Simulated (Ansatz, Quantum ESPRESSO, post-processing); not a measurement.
# Mo(100), 7 layers: vacuum level and surface dipole, part 2 of 2

Aim: the work function of each face of Mo(100), 7 layers, and how it moves with functional, pseudopotentials and boundary condition.

Quantum ESPRESSO 7.5; plane-wave DFT, PBE, GBRV ultrasoft pseudopotentials; geometry and cross-check by Ansatz 0.2.0 with PAW datasets.

So far. Step 8 (SCF with pw.x: open boundaries by the effective …): The upper level is 3.926 eV against 3.928 eV from the periodic run. Step 10 (Electrostatic potential): The upper face goes from 3.928 eV (PBE, GBRV) to 3.971 eV, a change of +0.042 eV.

### Step 12. Potential by pp.x

dojo-lda.pot.in

```
&inputpp
  prefix = 'dojo-lda'
  outdir = './out'
  filplot = 'dojo-lda.pot.dat'
  plot_num = 11
/
```

Command:

```console
> OMP_NUM_THREADS=1 mpirun -n 4 pp.x -in dojo-lda.pot.in > dojo-lda.pot.out
```

The job ended after 0.75 s (4 MPI ranks of Arm Neoverse V2, shared host; peak memory 0.12 GiB).

Read from the output:

| Quantity | Value |
| --- | --- |
| work function of the upper face | 4.201 eV |
| slope of the potential above | 5.90e-4 eV/Å |
| upper vacuum line continued to the top atoms, over the Fermi level | 4.198 eV |
| work function of the lower face | 4.201 eV |
| slope of the potential below | -4.08e-4 eV/Å |
| lower vacuum line continued to the bottom atoms, over the Fermi level | 4.199 eV |

The upper face goes from 3.928 eV (PBE, GBRV) to 4.201 eV, a change of +0.273 eV.

### Step 13. Self-consistent run: PW91, GBRV ultrasoft

Level of this step: plane-wave DFT, PW91, GBRV ultrasoft pseudopotentials made under PBE (Quantum ESPRESSO 7.5). input_dft overrides the functional of the files.

gbrv-pw91.in

```
&control
  prefix = 'gbrv-pw91'
  outdir = './out'
  pseudo_dir = './pseudo'
  calculation = 'scf'
  tprnfor = .true.
/
&system
  ibrav = 0
  nat = 7
  ntyp = 1
  ecutwfc = 40
  ecutrho = 200
  input_dft = 'pw91'
  occupations = 'smearing'
  smearing = 'mv'
  degauss = 0.02
/
&electrons
  conv_thr = 1e-07
  mixing_beta = 0.4
  electron_maxstep = 120
  mixing_mode = 'local-TF'
/
ATOMIC_SPECIES
  Mo  95.9500  mo_pbe_v1.uspp.F.UPF
CELL_PARAMETERS angstrom
  3.15000000000000 0.00000000000000 0.00000000000000
  0.00000000000000 3.15000000000000 0.00000000000000
  0.00000000000000 0.00000000000000 25.45000000000000
ATOMIC_POSITIONS crystal
  Mo  0.000000000000 0.000000000000 0.319348393181
  Mo  0.500000000000 0.500000000000 0.374509287596
  Mo  0.000000000000 0.000000000000 0.438113948900
  Mo  0.500000000000 0.500000000000 0.500000000000
  Mo  0.000000000000 0.000000000000 0.561886051100
  Mo  0.500000000000 0.500000000000 0.625490742400
  Mo  -0.000000000000 0.000000000000 0.680651634856
K_POINTS automatic
  8 8 1 0 0 0
```

Command:

```console
> OMP_NUM_THREADS=1 mpirun -n 4 pw.x -nk 4 -in gbrv-pw91.in > gbrv-pw91.out
```

Run time: 70 s. Hardware: 4 MPI ranks; peak memory 0.72 GiB.

Numbers from this step:

- free energy: -13273.5307 eV
- Fermi energy: 7.022 eV

### Step 14. Electrostatic potential

gbrv-pw91.pot.in

```
&inputpp
  prefix = 'gbrv-pw91'
  outdir = './out'
  filplot = 'gbrv-pw91.pot.dat'
  plot_num = 11
/
```

Command:

```console
> OMP_NUM_THREADS=1 mpirun -n 4 pp.x -in gbrv-pw91.pot.in > gbrv-pw91.pot.out
```

It took 0.8 s on 4 MPI ranks; peak memory 0.13 GiB.

Read from the output:

* work function of the upper face: 3.950 eV
* slope of the potential above: 6.22e-4 eV/Å
* upper vacuum line continued to the top atoms, over the Fermi level: 3.947 eV
* work function of the lower face: 3.950 eV
* slope of the potential below: -4.38e-4 eV/Å
* lower vacuum line continued to the bottom atoms, over the Fermi level: 3.948 eV

The upper face goes from 3.928 eV (PBE, GBRV) to 3.950 eV, a change of +0.022 eV.

### Step 15. All levels side by side

All levels:

| level | upper face (eV) | lower face (eV) | dipole (e Å) | CPU time (s) |
| --- | --- | --- | --- | --- |
| QE PBE GBRV, periodic | 3.928 | 3.929 | - | 232.4 |
| QE PBE GBRV, ESM bc1 | 3.926 | 3.926 | - | 443.9 |
| QE PBEsol PseudoDojo norm-conserving, periodic | 3.971 | 3.971 | - | 635.1 |
| QE LDA PseudoDojo norm-conserving, periodic | 4.201 | 4.201 | - | 547.5 |
| QE PW91 GBRV ultrasoft, periodic | 3.95 | 3.95 | - | 281 |
| Ansatz PBE PAW, sawtooth (time of the whole relaxation) | 3.915 | 3.915 | -2.14e-6 | 71.11 |

The times are CPU seconds on a shared host; the codes use unlike cutoffs, datasets and smearings, so their times compare unlike work.

### Step 16. SCF with pw.x, with K_POINTS = [4, 4, 1]

How much does a setting matter? One run is repeated with a change.

Level of this step: plane-wave DFT, PBE, GBRV ultrasoft pseudopotentials (Quantum ESPRESSO 7.5).

scf.w0.in

```
&control
  prefix = 'scf.w0'
  outdir = './out'
  pseudo_dir = './pseudo'
  calculation = 'scf'
  tprnfor = .true.
/
&system
  ibrav = 0
  nat = 7
  ntyp = 1
  ecutwfc = 40
  ecutrho = 200
  occupations = 'smearing'
  smearing = 'mv'
  degauss = 0.02
/
&electrons
  conv_thr = 1e-07
  mixing_beta = 0.4
  electron_maxstep = 120
  mixing_mode = 'local-TF'
/
ATOMIC_SPECIES
  Mo  95.9500  mo_pbe_v1.uspp.F.UPF
CELL_PARAMETERS angstrom
  3.15000000000000 0.00000000000000 0.00000000000000
  0.00000000000000 3.15000000000000 0.00000000000000
  0.00000000000000 0.00000000000000 25.45000000000000
ATOMIC_POSITIONS crystal
  Mo  0.000000000000 0.000000000000 0.319348393181
  Mo  0.500000000000 0.500000000000 0.374509287596
  Mo  0.000000000000 0.000000000000 0.438113948900
  Mo  0.500000000000 0.500000000000 0.500000000000
  Mo  0.000000000000 0.000000000000 0.561886051100
  Mo  0.500000000000 0.500000000000 0.625490742400
  Mo  -0.000000000000 0.000000000000 0.680651634856
K_POINTS automatic
  4 4 1 0 0 0
```

Command:

```console
> OMP_NUM_THREADS=1 mpirun -n 4 pw.x -nk 1 -in scf.w0.in > scf.w0.out
```

Elapsed: 25 s, on 4 MPI ranks; peak memory 0.31 GiB.

The changed values were drawn from a wide range, not chosen for quality; the comparison shows what they did here together.

Beside the run it was changed from:

| quantity | this run | unchanged run | difference |
| --- | --- | --- | --- |
| free energy (eV) | -13266.85 | -13266.59 | -0.25 |
| wall time (s) | 25 | 57 |  |
| SCF iterations | 19 | 19 |  |

The free energy moves by -36 meV an atom.

### Step 17. Electrostatic potential

The follow-up step for that run.

scf.w0.pot.in

```
&inputpp
  prefix = 'scf.w0'
  outdir = './out'
  filplot = 'scf.w0.pot.dat'
  plot_num = 11
/
```

Command:

```console
> OMP_NUM_THREADS=1 mpirun -n 4 pp.x -in scf.w0.pot.in > scf.w0.pot.out
```

Elapsed: 0.8 s, on 4 MPI ranks; peak memory 0.13 GiB; 2.9 s of CPU time.

Beside the run it was changed from:

| quantity | this run | unchanged run | difference |
| --- | --- | --- | --- |
| work function of the upper face (eV) | 3.846 | 3.928 | -0.083 |
| work function of the lower face (eV) | 3.846 | 3.929 | -0.083 |
| upper vacuum line continued to the top atoms, over the Fermi level (eV) | 3.837 | 3.921 | -0.085 |
| lower vacuum line continued to the bottom atoms, over the Fermi level (eV) | 3.839 | 3.923 | -0.084 |
| wall time (s) | 0.8 | 0.81 |  |

Levels move by up to 85 meV, so the change matters at the level of the results.

### Step 18. Self-consistent run, with LDIPOL = 400

One more run, with a changed input.

scf.bad.in

```
&control
  prefix = 'scf.bad'
  outdir = './out'
  pseudo_dir = './pseudo'
  calculation = 'scf'
  tprnfor = .true.
/
&system
  ibrav = 0
  nat = 7
  ntyp = 1
  ecutwfc = 40
  ecutrho = 200
  occupations = 'smearing'
  smearing = 'mv'
  degauss = 0.02
  LDIPOL = 400
/
&electrons
  conv_thr = 1e-07
  mixing_beta = 0.4
  electron_maxstep = 100
  mixing_mode = 'local-TF'
/
ATOMIC_SPECIES
  Mo  95.9500  mo_pbe_v1.uspp.F.UPF
CELL_PARAMETERS angstrom
  3.15000000000000 0.00000000000000 0.00000000000000
  0.00000000000000 3.15000000000000 0.00000000000000
  0.00000000000000 0.00000000000000 25.45000000000000
ATOMIC_POSITIONS crystal
  Mo  0.000000000000 0.000000000000 0.319348393181
  Mo  0.500000000000 0.500000000000 0.374509287596
  Mo  0.000000000000 0.000000000000 0.438113948900
  Mo  0.500000000000 0.500000000000 0.500000000000
  Mo  0.000000000000 0.000000000000 0.561886051100
  Mo  0.500000000000 0.500000000000 0.625490742400
  Mo  -0.000000000000 0.000000000000 0.680651634856
K_POINTS automatic
  8 8 1 0 0 0
```

Command:

```console
> OMP_NUM_THREADS=1 mpirun -n 4 pw.x -nk 4 -in scf.bad.in > scf.bad.out
```

Elapsed: 0.75 s, on 4 MPI ranks; peak memory 0.13 GiB.

The program refused the input before any cycle.

The program's message: “Error in routine  read_namelists (1): bad line in namelist &system: "  LDIPOL = 400" (error could be in the previous line)”

The change that led to it: system.LDIPOL = 400.

The message: “read_namelists (1): bad line in namelist &system: " LDIPOL = 400" (error could be in the previous line)”. The key belongs to another program and has no place in any namelist here; the line has to go.

### Step 19. By hand

In the first self-consistent run, on its own zero, the Fermi level is 7.053 eV and the upper vacuum level 10.982 eV: φ = 10.982 − (7.053) = 3.929 eV.

### Step 20. Outcome

| Property | Result |
| --- | --- |
| work function of the upper face, PBE, GBRV | 3.93 eV |
| work function of the lower face, PBE, GBRV | 3.93 eV |
| upper face by ESM | 3.93 eV |
| upper face by Ansatz | 3.92 eV |

At the first level (PBE, GBRV ultrasoft) the work function comes to 3.93 eV on both faces. ESM differs from the periodic treatment by -2 meV on the upper face and -3 meV on the lower. Over the levels tried the upper face spans 3.92 eV (Ansatz PBE PAW, sawtooth) to 4.20 eV (QE LDA PseudoDojo norm-conserving, periodic). Quantum ESPRESSO and Ansatz give 3.93 and 3.92 eV for the upper face, which agree. Ansatz ran with Fermi-Dirac smearing of 0.1 eV against cold smearing of 0.02 Ry, which alone can move a level by some tens of meV. With 8×8 points and so few layers the values hold to some 0.05 to 0.1 eV. The slab is cut at a tabulated measured bulk lattice constant, given to two decimals.

Calculation against experiment:

| quantity | measured | QE PBE GBRV | QE PBE GBRV, ESM bc1 | QE PBEsol PseudoDojo | QE LDA PseudoDojo | QE PW91 GBRV | Ansatz PBE PAW |
| --- | --- | --- | --- | --- | --- | --- | --- |
| work function (clean (100) face, which reconstructs) (eV) | 4.45 | 3.93 (-0.52 eV) | 3.93 (-0.52 eV) | 3.97 (-0.48 eV) | 4.20 (-0.25 eV) | 3.95 (-0.50 eV) | 3.92 (-0.53 eV) |

Measured values from arxiv:1902.07811 (2019).

How well it matches: For the work function, of the levels listed nearest comes QE LDA PseudoDojo (-0.25 eV, fair agreement) and farthest Ansatz PBE PAW (-0.53 eV, a clear miss). The grades are ours: good and fair within 3 and 7 % for the work function. Other measurements of the same face can differ from the value quoted by 0.1 to 0.2 eV.

[Logs are printed without paths, hosts, clocks, repeated set-up lines and the standing remarks that a program may print on its own settings, such as how far it seeks lower states.]

[Hosts, paths, dates, database ids (printed as entryN), source tags and the programs' standing remarks are cut or masked in the printed files.]

[Maps of the electrostatic potential energy from Ansatz leave out the sawtooth potential of an applied field or a dipole correction, so their vacuum need not be flat; planar profiles and work functions include it.]
